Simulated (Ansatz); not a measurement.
# Lattice dynamics of TiGe (model cell, started as rocksalt type)

Aim: the phonons of TiGe (model cell, started as rocksalt type) at a cell relaxed beforehand at this level.

Method: DFT PBE, scalar-relativistic, plane waves, PAW, in Ansatz 0.2.0.

The structure was built from a prototype and need not be the compound's stable phase.

### 1. Set-up

Symmetry: Fm-3m, No. 225, cubic system. Conventional cell: a = 5.194 Å, b = 5.194 Å, c = 5.194 Å, α = 90.00°, β = 90.00°, γ = 90.00°. Nearest to Ti lie 6 Ge at 2.60 Å. Nearest to Ge lie 6 Ti at 2.60 Å. Farther neighbours are not listed.

### 2. The dispersion

The cell comes from relaxations at this level that are not shown. Stability and thermal properties need the whole zone. Linear response on a 4×4×4 q mesh gives force constants as far as a supercell of that size would.

File input.yaml:

```yaml
crystal:
  lattice:
    - [0.0, 2.5967582877, 2.5967582877]
    - [2.5967582877, 0.0, 2.5967582877]
    - [2.5967582877, 2.5967582877, 0.0]
  atoms:
    - { symbol: Ti, position: [0.0, 0.0, 0.0] }
    - { symbol: Ge, position: [0.5, 0.5, 0.5] }
kpoints:
  mp_grid: { grid: [12, 12, 12] }
hamiltonian:
  xc: pbe
scf:
  occupations: { method: methfessel_paxton, width: 0.15 }
output:
  eigenvalues: true
phonons:
  method: dfpt
  qmesh: [4, 4, 4]
  temperatures: { t_max: 1000, t_step: 50 }
  qpath:
    path:
      - [[0.0, 0.0, 0.0], [0.5, 0.0, 0.5], [0.625, 0.25, 0.625]]
      - [[0.375, 0.375, 0.75], [0.0, 0.0, 0.0], [0.5, 0.5, 0.5], [0.5, 0.25, 0.75], [0.5, 0.0, 0.5]]
    npoints: 10
```

The run is started by

```bash
ansatz run input.yaml --threads 4 --pin off --max-ram 7168MiB --backend cpu --events-out ev --progress --plain --runs-dir out
```

Numbers of over 12 decimals in the logs are rounded to 6 here.

What it wrote:

```text
Engine: ansatz 0.2.0, aarch64-unknown-linux-gnu
Pseudopotentials: kind: paw
Pseudopotential: Ti, paw, valence charge 12, recommended cutoff 420 eV (normal), Ti.paw.azcp
Pseudopotential: Ge, paw, valence charge 14, recommended cutoff 420 eV (normal), Ge.paw.azcp
Functional definition: PBE
  parameter kappa = 0.804
  parameter beta = 0.066725
  exchange = pbe_x(kappa = kappa, mu = beta*pi^2/3)
  correlation = pbe_c(beta = beta)
Crystal: 2 atoms, lattice volume = 35.021 Å³
Basis set: ecut = 420 eV, 701 PW (Γ), exchange–correlation on 50×50×50 points (8 copies of the dense FFT grid, shifted against one another)
Bands: 17, of which v1, the nominal top of the filled ones, is band 13 counted from 1 (12 counted from 0)
Symmetry: 48 space group operations
k-points: 72 of 1728
Non-local potential: Ti, projectors of the file, l = 0: 3, l = 1: 2, l = 2: 3, l = 3: 1
Non-local potential: Ge, projectors of the file, l = 0: 2, l = 1: 2, l = 2: 3, l = 3: 1
PAW form: soft (Blöchl's): semilocal exchange-correlation on the pseudo side does not see the compensation charge
PAW one-centre angular grid: Ti, 590 points (default); XC on 64 Gauss nodes
PAW one-centre angular grid: Ge, 590 points (default); XC on 64 Gauss nodes
Initial density: superposition of atomic densities (neutral atoms: chi_scale 0, normalization atom), corrected by the library's trained network
Initial wavefunctions: pseudopotential atomic-orbital guess
Functional: x = pbe(κ = 0.804, μ = 0.219515), c = pbe(β = 0.066725)
SCF iter   1: F=—  HF=-6795.602300 eV  |F-HF|=—  |Δ(HF+E_count)|=         —  Δρ=6.14e-3  dr2=1.35e-2  ethr=1.77e-3  ⟨swp⟩=4.5  Hψ=5051  notcnv=0
preconditioner: auto → Kerker (q_TF=auto, 2.596 Å⁻¹)  [metal: Δε(μ)=0.035 eV  Ē_g=16.943 eV  σ=0.150 eV  W_gap=0.19  n_scr=14 (ndim 8)  ℏωp=26.6 eV  f_vac=0.000  D(μ)=0.56/eV (n_scr^D=0)]
SCF iter   2: F=—  HF=-6795.601001 eV  |F-HF|=—  |Δ(HF+E_count)|=   1.30e-3  S|Δr|=    0.00e0  Δρ=3.57e-3  dr2=4.42e-3  ethr=5.18e-5  ⟨swp⟩=1.0  Hψ=1800  notcnv=0
SCF iter   3: F=—  HF=-6795.600595 eV  |F-HF|=—  |Δ(HF+E_count)|=   4.06e-4  S|Δr|=    0.00e0  Δρ=7.88e-4  dr2=2.21e-4  ethr=1.70e-5  ⟨swp⟩=2.9  Hψ=1885  notcnv=0
SCF iter   4: F=—  HF=-6795.600469 eV  |F-HF|=—  |Δ(HF+E_count)|=   1.26e-4  S|Δr|=    0.00e0  Δρ=2.58e-4  dr2=2.44e-5  ethr=8.52e-7  ⟨swp⟩=2.0  Hψ=1847  notcnv=0
SCF iter   5: F=—  HF=-6795.600465 eV  |F-HF|=—  |Δ(HF+E_count)|=   3.56e-6  S|Δr|=    0.00e0  Δρ=6.28e-5  dr2=1.09e-6  ethr=9.37e-8  ⟨swp⟩=3.0  Hψ=2112  notcnv=0
SCF iter   6: F=—  HF=-6795.600470 eV  |F-HF|=—  |Δ(HF+E_count)|=   5.19e-6  S|Δr|=    0.00e0  Δρ=1.39e-5  dr2=5.51e-8  ethr=4.19e-9  ⟨swp⟩=2.0  Hψ=1866  notcnv=0
SCF iter   7: F=—  HF=-6795.600470 eV  |F-HF|=—  |Δ(HF+E_count)|=   2.66e-9  S|Δr|=    0.00e0  Δρ=3.16e-6  dr2=2.94e-9  ethr=2.12e-10  ⟨swp⟩=2.0  Hψ=1859  notcnv=0
SCF iter   8: F=—  HF=-6795.600470 eV  |F-HF|=—  |Δ(HF+E_count)|=  4.38e-10  S|Δr|=    0.00e0  Δρ=8.49e-7  dr2=3.03e-10  ethr=1.13e-11  ⟨swp⟩=2.4  Hψ=2121  notcnv=0
SCF iter   9: F=-6795.600470 eV  HF=-6795.600470 eV  |F-HF|=9.09e-12  |Δ(HF+E_count)|=  1.00e-11  S|Δr|=    0.00e0  Δρ=2.00e-7  dr2=7.52e-12  ethr=1.00e-12  ⟨swp⟩=3.5  Hψ=5472  notcnv=0
SCF 1 converged in 9 iterations: F = -6795.600470 eV  dr2 = 7.52e-12
  greatest PAW one-centre occupation: 0.999 electrons in one spin orbital (limit 2), on the Ti atom at site 0 (counted from 0), in its partial waves of l = 0
Initial density: read from a saved state, or passed on in memory by an earlier SCF of this step, an earlier step, the calling program or the single point that the run made first
iter 1 solved again at ethr=8.68e-9 eV; its pass at ethr=3.10e-3 eV (dr2=2.26e-6 eV) is discarded
SCF iter   1: F=—  HF=-6795.600470 eV  |F-HF|=—  |Δ(HF+E_count)|=         —  Δρ=1.50e-7  dr2=4.88e-12  ethr=8.68e-9  ⟨swp⟩=3.0  Hψ=8545  notcnv=0
eigensolver tolerance schedule: the retry pair's looser diagonalisation over-reported the residual by 462720.50 of it (diagonalisation noise at an unbounded share of the residual, at the tolerance the schedule requests for it); recorded, not acted on — ethr = c·dr2/N_el stays at c = 1.0e-1
preconditioner: auto → Kerker (q_TF=auto, 2.596 Å⁻¹)  [metal: Δε(μ)=0.038 eV  Ē_g=16.854 eV  σ=0.150 eV  W_gap=0.21  n_scr=14 (ndim 8)  ℏωp=26.6 eV  f_vac=0.000  D(μ)=0.56/eV (n_scr^D=0)]
SCF iter   2: F=-6795.600470 eV  HF=-6795.600470 eV  |F-HF|=2.73e-12  |Δ(HF+E_count)|=   1.87e-9  S|Δr|=    0.00e0  Δρ=1.30e-7  dr2=3.96e-12  ethr=1.00e-12  ⟨swp⟩=4.4  Hψ=4093  notcnv=0
SCF 2 converged in 2 iterations: F = -6795.600470 eV  dr2 = 3.96e-12
phonons: the bands overlap, so this run is a metal and interpolates without the dipole-dipole term. If the crystal is really an insulator or semiconductor, its LO-TO splitting is missing
NSCF: frozen V_eff on 72 k-points
NSCF: frozen V_eff on 163 k-points
DFPT response loops at q = (0, 0, 0) (fractional): preconditioner auto → Kerker (q_TF=auto, 2.596 Å⁻¹) (partly filled bands, converged f_vac=0.000); β = 1.00, the filter's whole step (`scf.mixing.beta` (0.50) is not read by the response loops under this deck's `scf.mixing.preconditioner`; to damp them name `kerker` or `kerker_dos`, under which they read `scf.mixing.beta`, and type it under 1.00, their step now; both keys bind the ground state too); Broyden in place of MSR1
NSCF: frozen V_eff on 1872 k-points
DFPT response loops at q = (0, 0, 0.25) (fractional): mixed as the last ones told, above
NSCF: frozen V_eff on 952 k-points
DFPT response loops at q = (0, 0, -0.5) (fractional): mixed as the last ones told, above
NSCF: frozen V_eff on 1020 k-points
DFPT response loops at q = (0, 0.25, 0.25) (fractional): mixed as the last ones told, above
NSCF: frozen V_eff on 3456 k-points
DFPT response loops at q = (0, 0.25, -0.5) (fractional): mixed as the last ones told, above
NSCF: frozen V_eff on 1872 k-points
DFPT response loops at q = (0, 0.25, -0.25) (fractional): mixed as the last ones told, above
NSCF: frozen V_eff on 560 k-points
DFPT response loops at q = (0, -0.5, -0.5) (fractional): mixed as the last ones told, above
NSCF: frozen V_eff on 1020 k-points
DFPT response loops at q = (0.25, -0.5, -0.25) (fractional): mixed as the last ones told, above
SCF converged after 9 iterations
Stability not checked: this state was not tested for a lower state beside it, because cold or Methfessel-Paxton smearing, or corrected tetrahedra, fill the levels in a way that the test cannot read (fill_not_monotonic; see scf.lower_state_search)
Free energy (F): -6795.600470 eV
Harris-Foulkes:  -6795.600470 eV  (|F-HF|=9.09e-12)
Internal energy: -6795.601274 eV  (E = F + TS)
E sigma→0 (E₀):  -6795.600671 eV
Entropy (-TS):   0.000803 eV (0.402 meV/atom)
Fermi energy:    12.403533 eV
--- Per-component energies (eV) ---
  E_band       = -260.662014
  E_kinetic    = 384.909272
  E_local      = -2993.526558  (includes V_loc(G=0)·N_el)
  E_nonlocal   = 426.591211
  E_hartree    = 1296.125986
  E_xc         = -174.151688
  E_vxc        = -188.052118  (∫ρ·V_xc dr)
  E_paw        = -3066.898903  (= ΣΔE_a)
  E_vpaw       = -482.836256  (= ΣTr[D̂ρ^β])
  E_aug_tail   = 0.000353  (compensation charges beyond the density's cutoff)
  E_ewald      = -2668.650947
  E_smearing   = 0.000803  (= −TS)
  E_closure    = -0.000000  (closes the sum)
  Σ components = -6795.600470   (vs F -6795.600470, Δ=0.00e0)
--- Band table (eV; the first three rows and the last of 72) ---
  k-point 0: bands = [... 9 lower, 1.6112, 12.5001, 12.5001, 12.5001, 12.9166, 12.9166, 15.6038, 15.6038]
  k-point 1: bands = [... 9 lower, 1.7248, 12.2535, 12.4473, 12.4473, 12.7540, 12.7540, 15.2511, 15.9621]
  k-point 2: bands = [... 9 lower, 2.0594, 11.4772, 11.9742, 11.9742, 12.8504, 12.8504, 14.7077, 16.7418]
  k-point 71: bands = [... 9 lower, 4.6134, 9.5023, 9.5023, 10.3197, 14.0695, 14.0695, 14.1702, 14.5613]
--- Phonons (Γ-DFPT): 2 representative perturbations + reference (Σ response iterations 6) ---
  ASR residual: 6.892e-5 → 0.000e0 eV/Å²; symmetrization residual: 1.099e-5 eV/Å²
  ASR residual per site (eV/Å²): 6.89e-5 2.23e-5
  Γ frequencies (cm⁻¹): 0.00 0.00 0.00 286.91 286.91 286.91
--- Phonons (arbitrary-q DFPT): 8 irreducible q on the 4×4×4 mesh ---
  q = [0.0000, 0.0000, 0.0000] (star 1, of the zone-centre solve; hermiticity 2.52e-6, symmetrization 1.60e-12): -0.00 -0.00 0.00 286.91 286.91 286.91
  q = [0.0000, 0.0000, 0.2500] (star 8, 2 solved perturbations on 936 of 1728 k-point pairs; hermiticity 2.40e-6, symmetrization 1.30e-12): 102.81 102.81 134.06 261.58 261.58 279.38
  q = [0.0000, 0.0000, -0.5000] (star 4, 2 solved perturbations on 476 of 1728 k-point pairs; hermiticity 1.04e-13, symmetrization 5.71e-13): 189.57 189.57 205.73 205.73 212.53 268.19
  q = [0.0000, 0.2500, 0.2500] (star 6, 4 solved perturbations in 1608 linear systems a pass and spin channel, the states on 510 of 1728 k-point pairs; hermiticity 6.70e-7, symmetrization 1.33e-13): 63.59 63.59 183.35 232.13 275.07 275.07
  q = [0.0000, 0.2500, -0.5000] (star 24, 4 solved perturbations in 5328 linear systems a pass and spin channel, the states on 1728 of 1728 k-point pairs; hermiticity 1.51e-6, symmetrization 1.75e-13): 141.15 144.06 153.95 247.55 256.44 275.97
  q = [0.0000, 0.2500, -0.2500] (star 12, 4 solved perturbations in 2892 linear systems a pass and spin channel, the states on 936 of 1728 k-point pairs; hermiticity 2.54e-6, symmetrization 4.48e-13): 80.19 177.52 206.68 222.42 246.43 276.44
  q = [0.0000, -0.5000, -0.5000] (star 3, 4 solved perturbations in 886 linear systems a pass and spin channel, the states on 280 of 1728 k-point pairs; hermiticity 4.44e-6, symmetrization 5.88e-13): 90.75 98.21 98.21 264.31 264.31 271.11
  q = [0.2500, -0.5000, -0.2500] (star 6, 4 solved perturbations in 1544 linear systems a pass and spin channel, the states on 510 of 1728 k-point pairs; hermiticity 3.01e-6, symmetrization 4.62e-13): 102.20 102.20 201.48 233.91 271.14 271.14
  sum rule: each row above includes the acoustic sum rule's correction from the zone centre's row sums; it moved no ω² by more than (0.63 cm⁻¹)²
  mesh force constants: q→R imaginary residual 5.14e-18; ASR residual 6.892e-5 → 0.000e0 eV/Å²; symmetrization residual 7.105e-15 eV/Å²
  interpolated dispersion: 62 rows × 6 modes
  density of states and harmonic sums: on the 24×24×24 q-mesh, interpolated from the force constants of a 4×4×4 supercell (no non-analytic term)
  largest difference from the sums on the solved wave vectors: F 1.17e-2 eV, S 1.57e-5 and C_V 4.02e-6 eV/K
  zero-point energy: 0.073493 eV/cell   skipped modes (ω ≤ 0): 3   left out of the sums: 3.62e-5 of the cell's modes: C_V's classical limit lies that fraction below 3 k_B per atom; for a crystal, a wire or a layer, F and S can be off by more, and a phonons.interpolated_qmesh denser along its periods is the remedy for the sampling
```

The job ended after 5.1 min (4 threads of Arm Neoverse V1, shared host; peak memory 2.7 GiB; 20 min of CPU time).

This step gave:

- volume per atom: 17.51 Å³
- gap on the k-mesh: 0 eV
- sum-rule residual before enforcement: 6.89e-5 eV/Å²
- lowest frequency on the path: 0 cm⁻¹
- point group: m-3m
- highest frequency on the path or at a solved wavevector: 286.9 cm⁻¹
- mean frequency: 197.6 cm⁻¹
- Debye temperature (second moment): 388 K
- logarithmic mean frequency: 182.8 cm⁻¹
- highest optical mode at the zone centre (no LO-TO term): 286.9 cm⁻¹
- lowest optical zone-centre mode: 286.9 cm⁻¹
- lowest mode on the q mesh (acoustic modes at Γ apart): 63.59 cm⁻¹
- zero-point energy per atom: 36.75 meV
- heat capacity at 300 K: 22.98 J/(mol atoms K)
- vibrational entropy at 300 K: 29.24 J/(mol atoms K)

Frequencies (cm⁻¹) solved at each irreducible wavevector; negative means imaginary. Frequencies by wavevector, by row:

| q in reciprocal lattice units | star | mode 1 | mode 2 | mode 3 | mode 4 | mode 5 | mode 6 |
| --- | --- | --- | --- | --- | --- | --- | --- |
| 0 0 0 | 1 | 0 | 0 | 0 | 286.9 | 286.9 | 286.9 |
| 0 0 0.25 | 8 | 102.8 | 102.8 | 134.1 | 261.6 | 261.6 | 279.4 |
| 0 0 -0.5 | 4 | 189.6 | 189.6 | 205.7 | 205.7 | 212.5 | 268.2 |
| 0 0.25 0.25 | 6 | 63.6 | 63.6 | 183.3 | 232.1 | 275.1 | 275.1 |
| 0 0.25 -0.5 | 24 | 141.2 | 144.1 | 153.9 | 247.6 | 256.4 | 276 |
| 0 0.25 -0.25 | 12 | 80.2 | 177.5 | 206.7 | 222.4 | 246.4 | 276.4 |
| 0 -0.5 -0.5 | 3 | 90.8 | 98.2 | 98.2 | 264.3 | 264.3 | 271.1 |
| 0.25 -0.5 -0.25 | 6 | 102.2 | 102.2 | 201.5 | 233.9 | 271.1 | 271.1 |

Interpolated from a 4×4×4 q mesh. The phonon branches at the labelled points (cm⁻¹):

| point | branch 1 | branch 2 | branch 3 | branch 4 | branch 5 | branch 6 |
| --- | --- | --- | --- | --- | --- | --- |
| Γ | 0 | 0 | 0 | 287 | 287 | 287 |
| halfway | 64 | 64 | 183 | 232 | 275 | 275 |
| X | 91 | 98 | 98 | 264 | 264 | 271 |
| halfway | 96 | 114 | 115 | 259 | 269 | 272 |
| U | 101 | 149 | 151 | 243 | 273 | 274 |
| jump to K | 101 | 149 | 151 | 243 | 273 | 274 |
| halfway | 63 | 139 | 173 | 245 | 258 | 277 |
| Γ | 0 | 0 | 0 | 287 | 287 | 287 |
| halfway | 103 | 103 | 134 | 262 | 262 | 279 |
| L | 190 | 190 | 206 | 206 | 212 | 268 |
| halfway | 146 | 151 | 196 | 224 | 259 | 272 |
| W | 102 | 102 | 202 | 234 | 271 | 271 |
| halfway | 99 | 100 | 148 | 257 | 268 | 272 |
| X | 91 | 98 | 98 | 264 | 264 | 271 |

The phonon branches as a text plot (rows in cm⁻¹):

```
    281 |*******            *******************
    269 |   *   ************     ***       *   ******************
    257 |         **   **   *   **          **       **      **
    245 |    **  *       **  ****             *     *       *
    233 |      **          *   *               *   *   *****
    221 |                    **                 * * ***
    209 |                   ***                 ****
    197 |                   *  *               *  **********
    185 |      **           ***                  ***
    173 |                  *    *             * *   *       *
    161 |        *             *             * *     *       *
    149 |    **          **                           *
    137 |         **     *      **          * *        *      *
    126 |   *           *                    *          *
    114 |              *         ***       *                   *
    102 |           ********                *            ********
     90 |        *** **     ***   **                           **
     78 |  *    *              *    *     **
     66 |      *                *         *
     54 |    **                  *  *    *
     42 | * *                     ** *   *
     30 |  *                        **  *
     18 | *                          *  *
      6 |*                            **
         Γ           X  U|K            Γ         L        W     X
```

Tetrahedra on a 24×24×24 mesh, mean over bins of 5 cm-1. Interpolated from a 4×4×4 q mesh. Phonon density of states against wavenumber; read off at these points:

| wavenumber (cm⁻¹) | phonon density of states (1/cm⁻¹/cell) |
| --- | --- |
| 2 | 0 |
| 12 | 9.0e-5 |
| 22 | 4.7e-4 |
| 32 | 0.00124 |
| 42 | 0.0024 |
| 52 | 0.00415 |
| 62 | 0.00617 |
| 72 | 0.00841 |
| 82 | 0.0113 |
| 92 | 0.0169 |
| 102 | 0.0368 |
| 112 | 0.0238 |
| 122 | 0.0210 |
| 132 | 0.0200 |
| 142 | 0.0198 |
| 148 | 0.0198 |
| 158 | 0.0202 |
| 168 | 0.0211 |
| 178 | 0.0234 |
| 188 | 0.0276 |
| 192 | 0.0323 |
| 198 | 0.0286 |
| 208 | 0.00123 |
| 218 | 0.0101 |
| 228 | 0.0336 |
| 238 | 0.0292 |
| 248 | 0.0345 |
| 258 | 0.0401 |
| 268 | 0.0582 |
| 272 | 0.133 |
| 278 | 0.0832 |
| 288 | 0.00135 |

(Continued in part 2 of 2.)

[Logs are printed without paths, hosts, clocks, repeated set-up lines and the standing remarks that a program may print on its own settings, such as how far it seeks lower states.]

[Hosts, paths, dates, database ids (printed as entryN), source tags and the programs' standing remarks are cut or masked in the printed files.]
